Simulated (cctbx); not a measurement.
## RbGeF3: solution and refinement

Cell a = 4.7260 Å, b = 4.7260 Å, c = 4.7260 Å, α = 90.00°, β = 90.00°, γ = 90.00°; space group Pm-3m (no. 221); content Rb1 Ge1 F3.

The data are simulated with cctbx, not measured: Cu Kα, λ = 1.54184 Å, to d = 0.83 Å, 95 % of the full sphere, strongest reflection 20000 counts, noise from counting, a 6 % proportional error and a noise floor of 2 counts (s.d.); no absorption.

Charge flipping in P1 on plain amplitudes to 0.83 Å, δ = 1.1 σ, 30 % of the reflections treated as weak, 100 cycles:

```text
cycle      R  skewness
    0  0.603     0.48
    8  0.532     3.14
   16  0.403     5.47
   24  0.394     4.92
   32  0.379     4.66
   40  0.402     4.88
   48  0.416     4.73
   56  0.412     4.81
   64  0.391     4.87
   72  0.392     4.72
   80  0.394     4.84
   88  0.388     4.83
   96  0.387     4.89
origin shift          correlation  skewness
 0.005  0.213  0.072      0.910      9.63
 0.455 -0.005  0.776      0.907      0.28
 0.370  0.190  0.714      0.844      0.69
 0.431  0.385  0.559      0.911      0.97
taken: symmetry correlation 0.910, skewness 9.63
peak      x       y       z  mult  height/sigma
Q1    0.5000  0.5000  0.5000    1     19.8
Q2    0.0000  0.0000  0.0000    1     16.4
Q3    0.0000  0.0000  0.5000    3      3.0
Q4    0.3508  0.3508  0.3508    8      0.6
Q5    0.1483  0.1483  0.1483    8      0.6
Q6    0.0000  0.0000  0.2392    6      0.4
Q7    0.2067  0.2067  0.5000   12      0.4
Q8    0.2590  0.5000  0.5000    6      0.4
```

The origin is taken among those within 0.04 of the best correlation, by the skewness of the map.

It took 1.2 s on 1 thread of Arm Neoverse V2, on a shared host, peak memory 0.07 GiB.

Q: Assign the peaks.

Heights go roughly as Z and multiplicities must add up to the content. First model: Q1 = Rb1 (1 in the cell, height 19.8), Q2 = Ge1 (1 in the cell, height 16.4) and Q3 = F1 (3 in the cell, height 3.0). Against the true structure, Q1 is Rb, Q2 is Ge and Q3 is F; the other peaks are not atoms.

Least squares on F², isotropic:

```text
Rint 0.052, 34 unique reflections to 0.84 A
cycle     R1     wR2    GooF  max shift (A)
   1  0.0399  0.1071   5.792   0.00000
   2  0.0091  0.0196   1.061   0.00000
final R1 0.0091 wR2 0.0196 GooF 1.061  parameters 3  data/parameter 11.3
atom        x        y        z      Ueq    occ   su(xyz)  su(Uiso or U11)
Rb1    0.50000  0.50000  0.50000   0.0154  1.000  0.00000  0.0002
Ge1    0.00000  0.00000  0.00000   0.0146  1.000  0.00000  0.0003
F1     0.00000  0.00000  0.50000   0.0221  1.000  0.00000  0.0004
difference map: max 0.11 min -0.16 rms 0.05
Q1    0.0000  0.2390  0.2390   12    0.11  1.60 A from Ge1
Q2    0.2012  0.5000  0.5000    6    0.11  1.41 A from Rb1
Q3    0.0000  0.5000  0.5000    3    0.10  2.36 A from Rb1
Q4    0.2044  0.3115  0.5000   24    0.10  1.66 A from Rb1
Q5    0.0000  0.0000  0.3982    6    0.10  0.48 A from F1
```

Anisotropic refinement:

```text
Rint 0.052, 34 unique reflections to 0.84 A
cycle     R1     wR2    GooF  max shift (A)
   1  0.0091  0.0196   1.079   0.00000
   2  0.0092  0.0172   0.947   0.00000
final R1 0.0092 wR2 0.0172 GooF 0.947  parameters 4  data/parameter 8.5
atom        x        y        z      Ueq    occ   su(xyz)  su(Uiso or U11)
Rb1    0.50000  0.50000  0.50000   0.0154  1.000  0.00000  0.0002
Ge1    0.00000  0.00000  0.00000   0.0147  1.000  0.00000  0.0002
F1     0.00000  0.00000  0.50000   0.0222  1.000  0.00000  0.0005
difference map: max 0.12 min -0.16 rms 0.05
Q1    0.2068  0.5000  0.5000    6    0.12  1.39 A from Rb1
Q2    0.0000  0.5000  0.5000    3    0.11  2.36 A from Rb1
Q3    0.2017  0.3080  0.5000   24    0.11  1.68 A from Rb1
Q4    0.0000  0.2423  0.2423   12    0.10  1.62 A from Ge1
Q5    0.0000  0.0000  0.5000    3    0.08  0.00 A from F1
Q6    0.5000  0.5000  0.5000    1    0.07  0.00 A from Rb1
```

**Reading.** The refinement ends at R1 = 0.0092, wR2 = 0.0172, GooF = 0.95, with difference density between -0.16 and 0.12 e/Å³. Every site matches the true model in element, within 0.001 Å r.m.s., up to an allowed shift of origin.

True model:

| atom | mult. | x | y | z | Ueq (Å²) |
| --- | --- | --- | --- | --- | --- |
| Rb1 | 1 | 0 | 0 | 0 | 0.0155 |
| Ge1 | 1 | 1/2 | 1/2 | 1/2 | 0.0146 |
| F1 | 3 | 1/2 | 1/2 | 0 | 0.0218 |

The model is made up (kin elements in a known structure type, no relaxation), so it says nothing on whether the phase exists.

[Middle refinement cycles are left out of these outputs.]

[Logs are printed without paths, hosts, clocks, repeated set-up lines and the standing remarks that a program may print on its own settings, such as how far it seeks lower states.]
